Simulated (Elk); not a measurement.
# Magnetic state of Cr3CdC from several starts, part 2 of 2

Wanted: the moments of Cr3CdC and the energy of each order that was tried.

Elk 11.2.3 (patched build); LDA (Perdew-Wang); all-electron APW+lo, Dirac cores, scalar-relativistic bands.

So far. Step 2 (Start 1: ferro +++): After 90 cycles the seed has died away: no moment is left.

### Step 3. Start 2: ferri ++-

Reversing part of the moments tests the sign of the couplings between them.

elk.in

```
tasks
  0

xctype
  3

rgkmax
  7.0

nempty
  12

swidth
  0.003

reducebf
  0.5

epsengy
  1e-05

maxscl
  100

lmaxi
  2

spinpol
  .true.

sppath
  './'

avec
  7.47891428137 0.00000000000 0.00000000000
  0.00000000000 7.47891428137 0.00000000000
  0.00000000000 0.00000000000 7.47891428137

atoms
  3
  'Cd.in'
  1
  0.0000000000 0.0000000000 0.0000000000   0.000000 0.000000 0.000000
  'Cr.in'
  3
  0.0000000000 0.5000000000 0.5000000000   0.000000 0.000000 -0.187500
  0.5000000000 0.0000000000 0.5000000000   0.000000 0.000000 -0.187500
  0.5000000000 0.5000000000 0.0000000000   0.000000 0.000000 0.187500
  'C.in'
  1
  0.5000000000 0.5000000000 0.5000000000   0.000000 0.000000 0.000000

ngridk
  6 6 6
```

Launch:

```bash
$ OMP_NUM_THREADS=4 elk
```

Numbers of over 12 decimals in the logs are rounded to 6 here.

The log of the run:

```text
Warning(linengy): could not find 1 linearisation energies in s.c. loop 7
Warning(linengy): could not find 1 linearisation energies in s.c. loop 8
Warning(linengy): could not find 1 linearisation energies in s.c. loop 9
Warning(linengy): could not find 1 linearisation energies in s.c. loop 10
Warning(linengy): could not find 1 linearisation energies in s.c. loop 11
Warning(linengy): could not find 1 linearisation energies in s.c. loop 12
Warning(linengy): could not find 1 linearisation energies in s.c. loop 13
Warning(linengy): could not find 1 linearisation energies in s.c. loop 14
Warning(linengy): could not find 1 linearisation energies in s.c. loop 15
Warning(linengy): could not find 1 linearisation energies in s.c. loop 16
Warning(linengy): could not find 1 linearisation energies in s.c. loop 17
Warning(linengy): could not find 1 linearisation energies in s.c. loop 18
Warning(linengy): could not find 1 linearisation energies in s.c. loop 19
Warning(linengy): could not find 1 linearisation energies in s.c. loop 20
Warning(linengy): could not find 1 linearisation energies in s.c. loop 21
Warning(linengy): could not find 1 linearisation energies in s.c. loop 22
Warning(linengy): could not find 1 linearisation energies in s.c. loop 23
Warning(linengy): could not find 1 linearisation energies in s.c. loop 24
Warning(linengy): could not find 1 linearisation energies in s.c. loop 25
Warning(linengy): could not find 1 linearisation energies in s.c. loop 26
Warning(linengy): could not find 1 linearisation energies in s.c. loop 27
Warning(linengy): could not find 1 linearisation energies in s.c. loop 28
Warning(linengy): could not find 1 linearisation energies in s.c. loop 29
Warning(linengy): could not find 1 linearisation energies in s.c. loop 30
Warning(linengy): could not find 1 linearisation energies in s.c. loop 31
Warning(gndstate): core states of species 1 leak from the muffin-tin :   0.2467428036E-03

--- INFO.OUT ---
┌─────────────────────────┐
│ Elk code version 11.2.3 │
└─────────────────────────┘

All units are atomic (Hartree, Bohr, etc.)

┌─────────────────────────────────────────────────┐
│ Ground-state run starting from atomic densities │
└─────────────────────────────────────────────────┘

Lattice vectors :
   7.478914281       0.000000000       0.000000000
   0.000000000       7.478914281       0.000000000
   0.000000000       0.000000000       7.478914281

Species : 1 (Cd)
 parameters loaded from : Cd.in
 name : cadmium
 nuclear charge    :   -48.00000000
 electronic charge :    48.00000000
 atomic mass :    204912.7176
 muffin-tin radius :    2.600000000
 number of radial points in muffin-tin :    597
 inner part over the whole radius :   0.9839615420E-02
 number on inner part of muffin-tin    :    425
 approximate nuclear radius :   0.8708852602E-04
 number of mesh points to nuclear radius :    213
 atomic positions (lattice), magnetic fields (Cartesian) :
  1 :   0.00000000  0.00000000  0.00000000    0.00000000  0.00000000  0.00000000

Species : 2 (Cr)
 parameters loaded from : Cr.in
 name : chromium
 nuclear charge    :   -24.00000000
 electronic charge :    24.00000000
 atomic mass :    94783.09202
 muffin-tin radius :    2.108261223
 number of radial points in muffin-tin :    497
 inner part over the whole radius :   0.9929498474E-02
 number on inner part of muffin-tin    :    349
 approximate nuclear radius :   0.6987106690E-04
 number of mesh points to nuclear radius :    166
 atomic positions (lattice), magnetic fields (Cartesian) :
  1 :   0.00000000  0.50000000  0.50000000    0.00000000  0.00000000 -0.18750000
  2 :   0.50000000  0.00000000  0.50000000    0.00000000  0.00000000 -0.18750000
  3 :   0.50000000  0.50000000  0.00000000    0.00000000  0.00000000  0.18750000

Species : 3 (C)
 parameters loaded from : C.in
 name : carbon
 nuclear charge    :   -6.000000000
 electronic charge :    6.000000000
 atomic mass :    21894.16674
 muffin-tin radius :    1.581195917
 number of radial points in muffin-tin :    297
 inner part over the whole radius :   0.9598488730E-02
 number on inner part of muffin-tin    :    202
 approximate nuclear radius :   0.4747601631E-04
 number of mesh points to nuclear radius :     84
 atomic positions (lattice), magnetic fields (Cartesian) :
  1 :   0.50000000  0.50000000  0.50000000    0.00000000  0.00000000  0.00000000

Total number of atoms per unit cell :    5
Total muffin-tin volume :    207.9376395
 ratio of muffin-tin to unit cell volume :   0.4970698741

Spin treatment :
 spin-polarised
 global magnetic field (Cartesian) :    0.000000000       0.000000000       0.000000000
 collinear magnetisation in z-direction

Number of Bravais lattice symmetries :   48
Number of crystal symmetries         :   16
Crystal has inversion symmetry
Real symmetric eigensolver will be used

k-point grid :      6     6     6
k-point offset :    0.000000000       0.000000000       0.000000000
k-point set is reduced with full crystal symmetry group
Total number of k-points :       40

Muffin-tin radius times maximum |G+k| :    7.000000000
 using average radius
Maximum |G+k| for APW functions       :    3.331436132
Maximum (1/2)|G+k|²                   :    5.549233351
Maximum |G| for potential and density :    12.00000000
Constant for pseudocharge density :    8
 order of it for each species :   15  15  15
 order of it for pair densities of each species (exact exchange by exxq0 0: 15) :   15  10   4
Radial integration step length :    1

G-vector grid sizes :     30    30    30
Number of G-vectors :    12197

Maximum angular momentum used for
 APW functions            :    8
 outer part of muffin-tin :    6
 inner part of muffin-tin :    2

Number of empty states         :     60
Total number of valence states :    186
Total number of core states    :     62

Third-order local-orbitals added for an l without core states : T
Total number of local-orbitals :     94

Exchange-correlation functional :      3     0     0
 Perdew-Wang/Ceperley-Alder, Phys. Rev. B 45, 13244 (1992)
 gradient requirement :    0
 local density approximation (LDA)

Smearing type :    3
 Fermi-Dirac
Smearing width :   0.3000000000E-02
Effective electronic temperature (K) :    947.3250744

Mixing type :    3
 Broyden mixing, J. Phys. A: Math. Gen. 17, L317 (1984)

Kohn-Sham potential initialised from atomic data

┌──────────────────────────────┐
│ Self-consistent loop started │
└──────────────────────────────┘

┌─────────────────┐
│ Loop number : 1 │
└─────────────────┘

Energies :
 Fermi                       :     0.291899
 sum of occupied eigenvalues :     -5199.9659448448
 electron kinetic            :      9056.3403431569
 core electron kinetic       :      8583.3214091327
 Coulomb                     :     -17538.720547953
 Coulomb potential           :     -13897.312157838
 nuclear-nuclear             :     -1211.8410203110
 electron-nuclear            :     -18792.669255026
 Hartree                     :      2465.7897273840
 Madelung                    :     -10590.064469034
 xc potential                :     -358.81642703578
 xc effective B-field        :    -0.110223
 external B-field            :      0.000000
 exchange                    :     -282.38336739541
 correlation                 :     -10.970954240471
 electron entropic           :    -0.37524872977243E-02
 total energy                :     -8775.7382789197
 (external B-field energy excluded from total)

Density of states at Fermi energy :    126.0756548
 (states/Hartree/unit cell)

Estimated indirect band gap :   0.1288018515E-03
 from k-point 7 to k-point 24
Estimated direct band gap   :   0.2481210759E-02
 at k-point 22

Charges :
 core                        :    62.00000000
 valence                     :    64.00000000
 interstitial                :    8.718594156
 muffin-tins (core leakage)
  species : 1 (Cd)
   atom 1                    :    47.00839509     (  0.2711190140E-03)
  species : 2 (Cr)
   atom 1                    :    21.40214580     ( -0.3458576103E-05)
   atom 2                    :    21.40214580     ( -0.3458576103E-05)
   atom 3                    :    21.47747578     ( -0.3458576103E-05)
  species : 3 (C)
   atom 1                    :    5.991243363     (  0.2276120277E-04)
 total in muffin-tins        :    117.2814058
 total calculated charge     :    125.9990528
 total charge                :    126.0000000
 error                       :   0.9471769366E-03

Moments :
 interstitial                :   0.1588473355
 muffin-tins
  species : 1 (Cd)
   atom 1                    :   0.2282084987E-03
  species : 2 (Cr)
   atom 1                    :    1.354214580
   atom 2                    :    1.354214580
   atom 3                    :   -1.402694144
  species : 3 (C)
   atom 1                    :  -0.1103474929E-01
 total in muffin-tins        :    1.294928476
 total moment                :    1.453775811

[... earlier loops left out ...]

┌──────────────────┐
│ Loop number : 31 │
└──────────────────┘

Energies :
 Fermi                       :     0.346709
 sum of occupied eigenvalues :     -5196.9455194880
 electron kinetic            :      9078.5970871007
 core electron kinetic       :      8583.6443741379
 Coulomb                     :     -17558.962904031
 Coulomb potential           :     -13884.753926412
 nuclear-nuclear             :     -1211.8410203110
 electron-nuclear            :     -18846.356468580
 Hartree                     :      2499.2345848603
 Madelung                    :     -10616.585940824
 xc potential                :     -390.68896663051
 xc effective B-field        :    -0.99713425652103E-01
 external B-field            :      0.000000
 exchange                    :     -284.00874492291
 correlation                 :     -11.020058031380
 electron entropic           :    -0.50020795720691E-02
 total energy                :     -8775.3996219636
 (external B-field energy excluded from total)

Density of states at Fermi energy :    169.3015413
 (states/Hartree/unit cell)

Estimated indirect band gap :   0.5325357773E-03
 from k-point 20 to k-point 5
Estimated direct band gap   :   0.1372338345E-02
 at k-point 5

Charges :
 core                        :    62.00000000
 valence                     :    64.00000000
 interstitial                :    7.869138648
 muffin-tins (core leakage)
  species : 1 (Cd)
   atom 1                    :    46.99212687     (  0.2467428036E-03)
  species : 2 (Cr)
   atom 1                    :    22.13092686     ( -0.3458626891E-05)
   atom 2                    :    22.13092686     ( -0.3458626891E-05)
   atom 3                    :    22.12567134     ( -0.3458627019E-05)
  species : 3 (C)
   atom 1                    :    4.751209423     (  0.2328305495E-04)
 total in muffin-tins        :    118.1308614
 total calculated charge     :    125.9991582
 total charge                :    126.0000000
 error                       :   0.8418477352E-03

Moments :
 interstitial                :   0.1154863246
 muffin-tins
  species : 1 (Cd)
   atom 1                    :   0.1646933186E-02
  species : 2 (Cr)
   atom 1                    :    1.263402242
   atom 2                    :    1.263402242
   atom 3                    :   -1.388421450
  species : 3 (C)
   atom 1                    :  -0.1239125548E-01
 total in muffin-tins        :    1.127638713
 total moment                :    1.243125037

┌──────────────────────────────┐
│ Self-consistent loop stopped │
└──────────────────────────────┘

Warning : core states of species 1 leak from the muffin-tin :   0.2467428036E-03

Wrote STATE.OUT
```

It took 3 min on 4 threads of Arm Neoverse V1, shared host; peak memory 0.29 GiB.

Spin moment in the muffin-tin sphere by atom:

```csv
atom,spin moment in the muffin-tin sphere (μB)
Cd1,0.00
Cr2,1.26
Cr3,1.26
Cr4,-1.39
C5,-0.01
```

Numbers from this step:

| Property | Result |
| --- | --- |
| density of states at the Fermi level | 6.222 states/eV/cell |
| moment between the spheres | 0.1155 μB |
| magnetization | 1.243 μB |
| final state | ferrimagnetic |

It lies 21.8 meV a seeded atom under the first start, and its largest moment is 1.39 μB against 4.0e-4 μB.

### Step 4. Run 3 (no spin polarisation)

This run holds no moments, which gives a state to set the others against.

elk.in

```
tasks
  0

xctype
  3

rgkmax
  7.0

nempty
  12

swidth
  0.003

epsengy
  1e-05

maxscl
  100

lmaxi
  2

sppath
  './'

avec
  7.47891428137 0.00000000000 0.00000000000
  0.00000000000 7.47891428137 0.00000000000
  0.00000000000 0.00000000000 7.47891428137

atoms
  3
  'Cd.in'
  1
  0.0000000000 0.0000000000 0.0000000000   0.000000 0.000000 0.000000
  'Cr.in'
  3
  0.0000000000 0.5000000000 0.5000000000   0.000000 0.000000 0.000000
  0.5000000000 0.0000000000 0.5000000000   0.000000 0.000000 0.000000
  0.5000000000 0.5000000000 0.0000000000   0.000000 0.000000 0.000000
  'C.in'
  1
  0.5000000000 0.5000000000 0.5000000000   0.000000 0.000000 0.000000

ngridk
  6 6 6
```

Launch:

```bash
$ OMP_NUM_THREADS=4 elk
```

The log of the run:

```text
Warning(linengy): could not find 1 linearisation energies in s.c. loop 6
Warning(linengy): could not find 1 linearisation energies in s.c. loop 7
Warning(linengy): could not find 1 linearisation energies in s.c. loop 8
Warning(linengy): could not find 1 linearisation energies in s.c. loop 9
Warning(linengy): could not find 1 linearisation energies in s.c. loop 10
Warning(linengy): could not find 1 linearisation energies in s.c. loop 11
Warning(linengy): could not find 1 linearisation energies in s.c. loop 12
[...]
atom 2                    :    22.11640303     ( -0.3458630491E-05)
   atom 3                    :    22.11640303     ( -0.3458630491E-05)
  species : 3 (C)
   atom 1                    :    4.743993219     (  0.2324814675E-04)
 total in muffin-tins        :    118.0813863
 total calculated charge     :    125.9992865
 total charge                :    126.0000000
 error                       :   0.7134891801E-03

┌──────────────────────────────┐
│ Self-consistent loop stopped │
└──────────────────────────────┘

Warning : core states of species 1 leak from the muffin-tin :   0.2466406448E-03

Wrote STATE.OUT

[key lines of the parts left out:]
total energy                :     -8775.3972176250
```

Elapsed: 9.7 s, on 4 threads; peak memory 0.1 GiB; 34 s of CPU time.

This step gave:

```yaml
density_of_states_at_the_fermi_level: 7.063 states/eV/cell
final_state: non-magnetic (no spin polarisation)
```

It ends in the same state without moments as the first start; the 0.020 meV between them is numerical noise.

### Step 5. The states side by side

These are free energies at a smearing of 0.0816 eV, so its entropy term is in the differences. They are divided by the number of seeded atoms, so that cells of unlike size compare.

Orders:

```
               start    final state  typed order kept  energy over the lowest (meV a seeded atom)  largest sphere moment (μB)  net moment (μB a primitive cell)  DOS at the Fermi level (states/eV a primitive cell)  mesh matched  CPU time (s)
           ferro +++   non-magnetic                no                                       21.83                     3.99e-4                           0.00131                                                7.063           yes          1051
           ferri ++-  ferrimagnetic               yes                                           0                       1.388                             1.243                                                6.222           yes         718.4
no spin polarisation   non-magnetic                 -                                       21.81                           0                                 0                                                7.063           yes         34.19
```

### Step 6. Outcome

| Item | Value |
| --- | --- |
| lowest state found | ferrimagnetic (typed ferri ++-) |
| largest site moment | 1.39 μB |
| next state | non-magnetic, 21.8 meV a seeded atom higher |
| energy gained by spin polarisation | 21.8 meV a seeded atom |

**Reading.** The lowest state found is ferrimagnetic, reached from the start ferri ++-, with moments up to 1.39 μB. Spin polarisation gains little. 1 start left the typed pattern (a sign turned or a seeded moment died), so such an energy belongs to the state reached, not the one typed. This is the lowest of 3 finished starts, no proof of the ground state. A linearisation energy was not found in some loops, which can move the energies.

[Logs and program files are shortened in this print: banners, set-up blocks, solver, clock and traceback lines can be left out without a mark of their own.]

[Logs are printed without paths, hosts, clocks, repeated set-up lines and the standing remarks that a program may print on its own settings, such as how far it seeks lower states.]

[Hosts, paths, dates, database ids (printed as entryN), source tags and the programs' standing remarks are cut or masked in the printed files.]

[Where a cell is said to come from a database of computed structures, the database is the Materials Project.]
